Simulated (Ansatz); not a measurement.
# CdF2 (Fm-3m): converging the G0W0 gap, part 2 of 2

Wanted: a G0W0 gap for CdF2 (Fm-3m) that is converged in bands and cutoff, or an estimate of the limit.

Ansatz 0.2.0; G0W0 on PBE, plane waves, PAW; PAW set soft_1. Known limits of the many-body steps: not at the basis limit; d shell near the gap, gap tends to lie low; no spin-orbit coupling; coarse k mesh.

So far. Step 4 (251 empty bands, screening to 200 eV): Against the run with 6×6×6 mesh, 116 empty bands, screening to 120 eV, PAW set soft_1 files, the gap moves by +0.12 eV. Step 5 (Changing the k mesh: 4×4×4 mesh, 116 empty bands …): Against the run with 6×6×6 mesh, 116 empty bands, screening to 120 eV, PAW set soft_1 files, the gap moves by −0.015 eV, while the start moved by −0.02 eV. A band edge is found at another k point on this mesh.

## (6) Changing the frequency model: 6×6×6 mesh, 116 empty bands, screening to 120 eV, plasmon pole, PAW set soft_1 files

A plasmon pole stands in for the full frequency dependence of the screening; this run shows what that costs in accuracy.

The input, input.yaml:

```yaml
crystal:
  lattice:
    - [0.0, 2.694, 2.694]
    - [2.694, 0.0, 2.694]
    - [2.694, 2.694, 0.0]
  atoms:
    - { symbol: Cd, position: [0.0, 0.0, 0.0] }
    - { symbol: F, position: [0.25, 0.25, 0.25] }
    - { symbol: F, position: [0.75, 0.75, 0.75] }
kpoints:
  mp_grid: { grid: [6, 6, 6] }
hamiltonian:
  xc: pbe
  pseudopotentials: { kind: paw, azcp: { folder: soft_1 } }
scf:
  occupations: { method: fixed }
gw:
  n_empty_bands: 116
  ecut_chi: 120
  qp_bands: [v2, c2]
  qp_kpoints: band_edges
  screening: { model: godby_needs }
```

Command:

```
$ ansatz run input.yaml --threads 24 --pin off --max-ram 82944MiB --backend cuda --events-out ev --progress --plain --runs-dir out --devices 1 --max-vram 78GiB
```

Numbers of over 12 decimals in the logs are rounded to 6 here.

The log of the run:

```text
GPUs: using 1 of 1 available (devices: 1).
[...]
Crystal: 3 atoms, lattice volume = 39.104 Å³
Basis set: ecut = 420 eV, 749 PW (Γ)
Bands: 21, of which v1, the nominal top of the filled ones, is band 17 counted from 1 (16 counted from 0)
Symmetry: 48 space group operations
[...]
k-points: 16 of 216
[...]
3    18     13.6270   -13.0369    -3.8097   -18.4820  0.8522    15.2746    15.2625  root
[...]
15    16      5.8483   -31.9864     6.1689   -24.3668  0.7915     4.3828     4.3977  root
    15    17      6.4110   -33.4992     5.9314   -26.1523  0.8004     4.9834     4.9955  root
    15    18     14.5083   -12.3589    -4.1826   -18.3170  0.8535    16.2939    16.2837  root
    15    19     17.1123    -8.2097    -4.2475   -13.6512  0.8665    18.3115    18.3062  root
[key lines of the parts left out:]
SCF converged after 8 iterations
Free energy (F): -9872.213641 eV
Fermi energy:    6.410965 eV
```

Elapsed: 4.5 s, on 1 × NVIDIA GB200 (shared by 2 runs) with 24 threads of Arm Neoverse V2, shared host; peak memory 1.2 GiB.

Numbers from this step:

* bands summed: 133
* plasmon-pole fit frequency: 34.62 eV
* RPA ε∞ on this mesh (eigenvalues): 2.781, 2.781, 2.781
* plane waves in the screening matrix: 113
* G0W0 gap on the mesh: 5.373 eV
* k of the valence top: 0.1667, -0.5, -0.3333
* k of the conduction bottom: 0, 0, 0
* starting gap on the mesh: 3.118 eV
* least direct G0W0 gap on the computed points: 6.075 eV

Against the run with 6×6×6 mesh, 116 empty bands, screening to 120 eV, PAW set soft_1 files, the gap moves by +0.03 eV.

## (7) Changing the files: 6×6×6 mesh, 116 empty bands, screening to 120 eV, hard PAW files

Other atomic data (hard PAW) test the pseudisation: the cutoff goes from 420 to 1050 eV, with the same valence electrons.

This step: G0W0 on PBE, plane waves, PAW.

input.yaml, the sections that differ from step 6:

```yaml
hamiltonian:
  xc: pbe
  pseudopotentials: { kind: paw, source: ansatz }
gw:
  n_empty_bands: 116
  ecut_chi: 120
  qp_bands: [v2, c2]
  qp_kpoints: band_edges
  screening: { model: contour_deformation }
# crystal, kpoints, scf: as in step 6
```

The log of the run:

```text
GPUs: using 1 of 1 available (devices: 1).
[...]
Crystal: 3 atoms, lattice volume = 39.104 Å³
Basis set: ecut = 1050 eV, 2975 PW (Γ)
Bands: 21, of which v1, the nominal top of the filled ones, is band 17 counted from 1 (16 counted from 0)
Symmetry: 48 space group operations
[...]
k-points: 16 of 216
[...]
3    18     13.5557   -13.0055    -3.9504   -18.4432  0.8210    15.0706    15.0429  root
[...]
15    16      5.7773   -31.9830     6.2135   -24.3565  0.7509     4.3277     4.3643  root
    15    17      6.3406   -33.4842     5.9324   -26.1315  0.7646     4.8887     4.9203  root
    15    18     14.4383   -12.3341    -4.3586   -18.2880  0.8181    16.0683    16.0336  root
    15    19     17.0408    -8.1936    -4.3503   -13.6325  0.8308    18.1461    18.1294  root
[key lines of the parts left out:]
SCF converged after 8 iterations
Free energy (F): -9873.606621 eV
Fermi energy:    6.340612 eV
```

Elapsed: 4.7 s, on 1 × NVIDIA GB200 (shared by 2 runs) with 24 threads; peak memory 1.3 GiB; 22 s of CPU time.

Numbers from this step:

```
bands summed                                 : 133
RPA ε∞ on this mesh (eigenvalues)            : 2.782, 2.782, 2.782
plane waves in the screening matrix          : 113
G0W0 gap on the mesh                         : 5.345 eV
k of the valence top                         : 0.1667, -0.5, -0.3333
k of the conduction bottom                   : 0, 0, 0
starting gap on the mesh                     : 3.115 eV
least direct G0W0 gap on the computed points : 6.039 eV
```

Against the run with 6×6×6 mesh, 116 empty bands, screening to 120 eV, PAW set soft_1 files, the gap moves by +0.004 eV.

## (8) Convergence and cost

Times are wall times on 1 × NVIDIA GB200 (shared by 2 runs) with 24 threads of Arm Neoverse V2, shared host, good to a factor of about two.

| mesh | files | frequency | bands summed | cutoff (eV) | start (eV) | G0W0 (eV) | time | host memory (GiB) |
| --- | --- | --- | --- | --- | --- | --- | --- | --- |
| 6×6×6 | PAW set soft_1 | contour deformation | 58 | 60 | 3.118 | 5.501 | 3 s | 1.1 |
| 6×6×6 | PAW set soft_1 | contour deformation | 133 | 120 | 3.118 | 5.341 | 4.8 s | 1.2 |
| 6×6×6 | PAW set soft_1 | contour deformation | 268 | 200 | 3.118 | 5.463 | 6.4 s | 1.4 |
| 4×4×4 | PAW set soft_1 | contour deformation | 133 | 120 | 3.098 | 5.326 | 2 s | 1.1 |
| 6×6×6 | PAW set soft_1 | plasmon pole | 133 | 120 | 3.118 | 5.373 | 4.5 s | 1.2 |
| 6×6×6 | hard PAW | contour deformation | 133 | 120 | 3.115 | 5.345 | 4.7 s | 1.3 |

How the two edges are built up, in eV (the quasiparticle level is the starting level plus Σx plus Σc less Vxc):

| run | edge | start | Σx | Σc | Vxc | Z | QP |
| --- | --- | --- | --- | --- | --- | --- | --- |
| 58 bands | valence top | 6.41 | -33.50 | 5.95 | -26.15 | 0.77 | 5.02 |
| 58 bands | conduction bottom | 9.53 | -9.26 | -3.51 | -13.76 | 0.86 | 10.52 |
| 133 bands | valence top | 6.41 | -33.50 | 5.96 | -26.15 | 0.76 | 5.02 |
| 133 bands | conduction bottom | 9.53 | -9.26 | -3.67 | -13.76 | 0.86 | 10.36 |
| 268 bands | valence top | 6.41 | -33.50 | 5.79 | -26.15 | 0.76 | 4.85 |
| 268 bands | conduction bottom | 9.53 | -9.26 | -3.72 | -13.76 | 0.86 | 10.31 |

## (9) Results

```yaml
58_bands_60_ev: 5.501 eV
133_bands_120_ev: 5.341 eV
268_bands_200_ev: 5.463 eV
mesh_and_start: 6×6×6, PBE
```

What this shows: From 58 to 268 bands the gap moves by −0.04 eV while the time grows 2.1-fold. Σc changes by −0.17 eV at the valence top and −0.20 eV at the conduction bottom, so the levels themselves move more than the gap between them. The gap turns back along the series, so no limit is drawn from it. On the 4×4×4 mesh in place of 6×6×6 the gap differs by −0.01 eV, of which −0.02 eV is already in the start. The plasmon-pole model gives +0.03 eV against contour deformation, 1 % of the correction, and saved no time in this program. Hard PAW files move the gap by +0.004 eV at equal bands and cutoff, −0.004 eV of it in the start. A d shell, filled or nearly so, lies near the gap. One-shot GW converges very slowly in bands there, not always from below, and on a semilocal start the gap tends to come out low; starts rich in exact exchange can overshoot instead. The many-body steps are scalar-relativistic: spin-orbit coupling is not in them.

[Paths, hosts, dates, memory and timing lines, banners, echoed tables and standing remarks are left out of the program output.]

[Logs are printed without paths, hosts, clocks, repeated set-up lines and the standing remarks that a program may print on its own settings, such as how far it seeks lower states.]

[Runs of the session that timed out or met a known fault of the program may be left out.]

[Cells called generated may have been cut or substituted from an entry of the Crystallography Open Database or the Materials Project.]

[Hosts, paths, dates, database ids (printed as entryN), source tags and the programs' standing remarks are cut or masked in the printed files.]
